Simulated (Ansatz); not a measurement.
# Cd5B3O9F (Cm): band gap by G0W0 on PBE, part 3 of 3

Wanted: the gap of Cd5B3O9F (Cm) with a many-body correction, and the time that it takes.

Ansatz 0.2.0; PBE, then G0W0 on it, plane waves, PAW. Known limits of the many-body steps: finite bands, screening cutoff and k mesh; no spin-orbit coupling in G0W0; d shells not analysed.

So far. Step 3 (Bands along the symmetry lines): Over mesh and path the gap is 1.734 eV, from k = (0.000, 0.250, 0.250) to k = Γ. The least direct gap found is 1.800 eV, at k = Γ. Step 4 (One-shot GW): Over all 9 irreducible mesh points the G0W0 gap is 3.256 eV, from k = (-0.500, -0.500, 0.250) to k = Γ. The PBE gap of this run on the mesh is 1.746 eV. The two states that bound the G0W0 gap lie that far apart at the start, so the correction of the gap is 3.256 − 1.746 = +1.510 eV.

In doubt: masses and optical values from hybrid runs of this build are listed as unsure (in some of the runs), which bears on the screening that GW takes from such a start.

**5. Spin-orbit coupling in PBE**

This run has two-component orbitals with spin-orbit coupling.

This step: DFT, PBE with spin-orbit coupling, plane waves, PAW; PAW set soft_1.

input.yaml

```yaml
crystal:
  lattice:
    - [4.0285, -7.983, 0.0]
    - [4.0285, 7.983, 0.0]
    - [-0.6021197902, 0.0, 3.3940036473]
  atoms:
    - { symbol: Cd, position: [0.2462962727, 0.2462962727, 0.7899811322] }
    - { symbol: Cd, position: [0.9724298757, 0.7350402179, 0.0744799693] }
    - { symbol: Cd, position: [0.7350402179, 0.9724298757, 0.0744799693] }
    - { symbol: Cd, position: [0.6518400433, 0.2985555541, 0.4174582514] }
    - { symbol: Cd, position: [0.2985555541, 0.6518400433, 0.4174582514] }
    - { symbol: B, position: [0.9595232564, 0.3532987672, 0.8339259883] }
    - { symbol: B, position: [0.3532987672, 0.9595232564, 0.8339259883] }
    - { symbol: B, position: [0.5970488156, 0.5970488156, 0.4660324346] }
    - { symbol: O, position: [0.8957514981, 0.4406553772, 0.0302231762] }
    - { symbol: O, position: [0.4406553772, 0.8957514981, 0.0302231762] }
    - { symbol: O, position: [0.7586236526, 0.6079587451, 0.5121223716] }
    - { symbol: O, position: [0.6079587451, 0.7586236526, 0.5121223716] }
    - { symbol: O, position: [0.1508703834, 0.4397995868, 0.8504555134] }
    - { symbol: O, position: [0.4397995868, 0.1508703834, 0.8504555134] }
    - { symbol: O, position: [0.4245597349, 0.4245597349, 0.371582259] }
    - { symbol: O, position: [0.8258058128, 0.1739893998, 0.6271527944] }
    - { symbol: O, position: [0.1739893998, 0.8258058128, 0.6271527944] }
    - { symbol: F, position: [0.0403730065, 0.0403730065, 0.1848680449] }
kpoints:
  mp_grid: { grid: [4, 4, 8] }
  band_path:
    path:
      - [0.0, 0.0, 0.0]
      - [-0.5, 0.5, 0.0]
      - [-0.5, 0.5, -0.5]
      - [0.0, 0.0, -0.5]
      - [0.0, 0.5, -0.5]
      - [0.0, 0.5, 0.0]
      - [0.0, 0.25, 0.25]
    npoints: 1
hamiltonian:
  xc: pbe
  pseudopotentials: { kind: paw_fr, azcp: { folder: soft_1 } }
scf:
  occupations: { method: fixed }
  n_extra_bands: 20
magnetization:
  noncollinear: true
  spin_orbit: true
output:
  eigenvalues: true
  forces: true
  stress: true
  write_density: true
  write_potential: true
  elf: true
  volumetric_format: npy
```

On the command line:

```sh
ansatz run input.yaml --threads 2 --pin off --max-ram 92160MiB --backend cuda --events-out ev --progress --plain --runs-dir out --devices 1 --max-vram 13GiB
```

Numbers of over 12 decimals in the logs are rounded to 6 here.

Log:

```text
[...]
GPUs: using 1 of 1 available (devices: 1).
[...]
non-collinear run that drives no moment, with spin-orbit: no starting moment large enough to seed its density (crystal.atoms[].spin), no starting occupations that ask for one, no magnetisation constraint and no magnetic field, so the semilocal B_xc is pinned to zero
[...]
GPU FFT provider: cuFFT
GPU libraries: cuBLAS 13.8.2, cuFFT 12.4.0, cuSOLVER 12.3.4
Crystal: 18 atoms, lattice volume = 218.299 Å³
Basis set: ecut = 420 eV, 4281 PW (Γ), exchange–correlation on 120×120×48 points (8 copies of the dense FFT grid, shifted against one another)
Bands: 190, of which v1, the nominal top of the filled ones, is band 170 counted from 1 (169 counted from 0)
Symmetry: 2 space group operations + 2 with time reversal
[...]
k-points: 44 of 128 (time reversal used)
Projection manifold: j_resolved (fully-relativistic pseudo-atomic orbitals)
[...]
GPU buffer pool allocated for 86400 grid points (all kernels)
[...]
SCF iter   1: F=—  HF=-47690.333508 eV  |F-HF|=—  |Δ(HF+E_count)|=         —  Δρ=1.96e-1  dr2=1.01e2  dr2_m=0.00e0 (ungated)  ethr=3.10e-3  |M|=0.00e0 ∫|m|=0.00e0 μB  |m|>n=0.0e0 m-floor=0.0e0 τ_xc=0.0e0  β_m=0.30  ⟨swp⟩=4.0  Hψ=35797  notcnv=0  defer=658
[...]
spin=Noncollinear: Resta preconditioning applied to the charge; magnetization (m_x, m_y, m_z) channels mix plain (no charge-response kernel on spin).
[...]
site 16: m = (+0.0000, +0.0000, +0.0000) μB, |m| = 0.0000 μB  (R = 0.57 Å)
  site 17: m = (+0.0000, +0.0000, +0.0000) μB, |m| = 0.0000 μB  (R = 0.96 Å)
Free energy (F): -47675.568572 eV
[...]
Internal energy: -47675.568572 eV  (E = F + TS)
E sigma→0 (E₀):  -47675.568572 eV
Fermi energy:    8.207771 eV
[...]
--- Forces (eV/Å), atoms counted from 1 ---
  atom   1  Cd     0.00020109     0.00000000     0.00414306
  atom   2  Cd     0.00000841     0.00225077     0.00351243
  atom   3  Cd     0.00000841    -0.00225077     0.00351243
  atom   4  Cd     0.00008659    -0.00279931    -0.00380829
  atom   5  Cd     0.00008659     0.00279931    -0.00380829
  atom   6  B     -0.00325363     0.00045074    -0.00085242
  atom   7  B     -0.00325363    -0.00045074    -0.00085242
  atom   8  B      0.00225134     0.00000000     0.00195700
[...]
atom  15  O     -0.00467475     0.00000000    -0.00160870
  atom  16  O     -0.00048254     0.00199015    -0.00085498
  atom  17  O     -0.00048254    -0.00199015    -0.00085498
  atom  18  F      0.00092882     0.00000000    -0.00542644
  max |Σ_I F_I| component: 2.39e-5 eV/Å
--- Stress (GPa, compression-positive) ---
        3.400111       0.000000       0.284916
        0.000000       3.080799       0.000000
        0.284903       0.000000       3.302734
  P = ⅓ Tr σ = 3.2612 GPa (32.612 kbar)
--- Band table (eV; the first three rows and the last of 44) ---
  k-point 0: bands = [... 166 lower, 7.8948, 7.8948, 8.1387, 8.1387, 9.9383, 9.9383, 12.7747, 12.7747, ... 16 higher]
  k-point 1: bands = [... 166 lower, 7.8647, 7.8677, 8.1473, 8.1511, 10.4009, 10.4041, 12.9389, 12.9459, ... 16 higher]
  k-point 2: bands = [... 166 lower, 7.9407, 7.9529, 8.1836, 8.1841, 11.4389, 11.4439, 13.2427, 13.2528, ... 16 higher]
  k-point 43: bands = [... 166 lower, 8.0887, 8.0887, 8.1888, 8.1888, 12.8938, 12.8938, 13.6593, 13.6593, ... 16 higher]
[key lines of the parts left out:]
SCF converged after 13 iterations
Magnetization: |M| = 0.0000 μB,  M = (+0.0000, +0.0000, +0.0000) μB
```

Run time: 20 s. Hardware: 1 × NVIDIA H100 80GB HBM3 (shared by 6 runs) with 2 threads of AMD EPYC 7R13 (Zen 3), shared host; peak memory 2.3 GiB.

Numbers from this step:

```
pressure             : 3.261 GPa
gap                  : 1.731 eV
valence top at       : k = (0.000, 0.250, 0.250)
conduction bottom at : Γ
least direct gap     : 1.800 eV
```

Over mesh and listed points the gap is 1.731 eV, from k = (0.000, 0.250, 0.250) to k = Γ. The least direct gap found is 1.800 eV, at k = Γ. PBE+SOC against PBE: 1.731 − 1.734 = −0.003 eV, with the same mesh, set of files (read in its fully relativistic form for the spin-orbit run) and cutoff, and both edges at the same k points. The spin-orbit run sees mesh and listed points alone, so its gap is an upper bound: the coupling can move an edge off these points, the more so as this crystal has no centre of inversion, and the change over the zone, its sign included where it is small, is not known.

**6. The runs together**

Each gap is the least one over the points named; times are wall times on shared hosts, not benchmarks. A G0W0 time includes the run's own self-consistent start. Runs with listed points see these and the mesh alone, so an edge that moves elsewhere is missed. Rows marked * are further runs, not shown as steps, whose inputs differ from the G0W0 step on the same start in the columns given; solver thresholds can differ too.

| level | mesh | files, cutoff | bands summed, screening | points | gap (eV) | valence top | conduction bottom | least direct gap (eV) | time |
| --- | --- | --- | --- | --- | --- | --- | --- | --- | --- |
| PBE | 4×4×8 | soft_1 PAW, 420 eV | - | mesh and path | 1.734 | (0.000, 0.250, 0.250) | Γ | 1.800 | 25 s |
| PBE+SOC | 4×4×8 | soft_1 PAW, 420 eV | - | mesh and listed points | 1.731 | (0.000, 0.250, 0.250) | Γ | 1.800 | 20 s |
| G0W0@PBE* | 2×2×4 | soft_1 PAW, 420 eV | 265, 51 eV | all 9 irreducible mesh points | 3.109 | (-0.500, -0.500, 0.250) | Γ | 3.179 | 20 s |
| G0W0@PBE* | 2×2×4 | soft_1 PAW, 420 eV | 595, 102 eV | all 9 irreducible mesh points | 3.112 | (-0.500, -0.500, 0.250) | Γ | 3.180 | 38 s |
| G0W0@PBE | 2×2×4 | soft_1 PAW, 420 eV | 1183, 170 eV | all 9 irreducible mesh points | 3.256 | (-0.500, -0.500, 0.250) | Γ | 3.324 | 97 s |
| G0W0@PBE* | 2×2×4 | soft_1 PAW, 420 eV | 1183, 170 eV, plasmon pole | all 9 irreducible mesh points | 3.248 | (-0.500, -0.500, 0.250) | Γ | 3.315 | 2.1 min |

**7. What came out**

```yaml
pbe_gap_over_mesh_and_path: 1.734 eV, from k = (0.000, 0.250, 0.250) to k = Γ
g0w0_pbe_gap_over_all_9_irreducible_mesh_points: 3.256 eV, from k = (-0.500, -0.500, 0.250) to k = Γ
pbe_soc_gap_over_mesh_and_listed_points: 1.731 eV
gw_settings: 2×2×4 mesh, 1098 empty bands, screening to 170 eV, PAW set soft_1 files
known_limits: finite bands, screening cutoff and k mesh; no spin-orbit coupling in G0W0; d shells not analysed
```

Over all 9 irreducible mesh points the G0W0 gap is 3.256 eV, from k = (-0.500, -0.500, 0.250) to k = Γ. The PBE gap of this run on the mesh is 1.746 eV. The two states that bound the G0W0 gap lie that far apart at the start, so the correction of the gap is 3.256 − 1.746 = +1.510 eV. The valence state moves by 7.243 − 8.191 = −0.948 eV and the conduction state by 10.498 − 9.937 = +0.561 eV, on the run's own scale; with 265 bands the edge states move by −0.531 and +0.832 eV, so the split between the edges depends on the bands and cutoff. Over mesh and path, PBE puts the valence top at k = (0.000, 0.250, 0.250), where no G0W0 correction was computed. The G0W0 gap over the whole zone is therefore not known from this run; at its settings it can only be equal to or under the 3.256 eV found, and no correction is carried over from another point. For the start itself the gap is 1.734 eV over mesh and path and 1.746 eV on the mesh of the G0W0 run, in runs that differ in mesh (4×4×8 and 2×2×4). From 265 bands and 51 eV to 1183 bands and 170 eV the gap moves by 3.256 − 3.109 = +0.147 eV (rung by rung 3.109, 3.112, 3.256 eV); bands and screening cutoff rise together, so their parts are not told apart. A line in one over the bands through the two highest rungs gives 3.256 + (3.256 − 3.112) × 595 / (1183 − 595) = 3.402 eV, and through the pair below 3.112 + (3.112 − 3.109) × 265 / (595 − 265) = 3.114 eV. The two differ by 0.288 eV, not under the 0.030 eV asked, so the law does not hold well over these rungs and the limit is not known. With the plasmon pole model in place of the contour deformation model and all else as in the G0W0@PBE row with 1183 bands, the gap differs by 3.248 − 3.256 = −0.008 eV. G0W0 on other starts in this series, not shown as steps and not all at these settings: 4.135 eV on HSE06 (2×2×4, soft_1 PAW, 1183 bands, 170 eV). PBE+SOC against PBE: 1.731 − 1.734 = −0.003 eV, with the same mesh, set of files (read in its fully relativistic form for the spin-orbit run) and cutoff, and both edges at the same k points. The spin-orbit run sees mesh and listed points alone, so its gap is an upper bound: the coupling can move an edge off these points, the more so as this crystal has no centre of inversion, and the change over the zone, its sign included where it is small, is not known. What spin-orbit coupling does to the G0W0 levels was not computed, so no sum with the G0W0 gap is formed. The G0W0 runs are scalar-relativistic. One-shot GW is known to converge slowly in bands for compounds with shallow d shells. The cell holds Cd; the filling of the d shell and its place against the gap were not analysed here. No pair of G0W0 runs that differ in the mesh alone is shown (2×2×4 is a supercell whose nearest images lie 14 Å apart), so the error from the mesh is not known here. G0W0 is shown with one set of atomic data (soft_1 PAW), so the error from the files is not known here. Failed or unusable runs on PBE in this series, left out of the table: G0W0@PBE (2×2×4 mesh, hard PAW files, 1050 eV, 1628 empty bands) reached its time limit after 19 min.

[Paths, hosts, dates, memory and timing lines, banners, echoed tables and standing remarks are left out of the program output.]

[Logs are printed without paths, hosts, clocks, repeated set-up lines and the standing remarks that a program may print on its own settings, such as how far it seeks lower states.]

[Runs of the session that timed out or met a known fault of the program may be left out.]

[Cells called generated may have been cut or substituted from an entry of the Crystallography Open Database or the Materials Project.]

[Hosts, paths, dates, database ids (printed as entryN), source tags and the programs' standing remarks are cut or masked in the printed files.]

[Where an RPA ε∞ is given, it is that of the G0W0 mesh and is not shown converged in it. Names of k-points follow the symmetry that the program found, which can be lower than the space group named. Band edges on a path are those of the sampled points; other points can move an edge, and change direct to indirect where valleys lie close.]

[Hybrid gaps are those of their k-mesh and are not shown converged in it.]
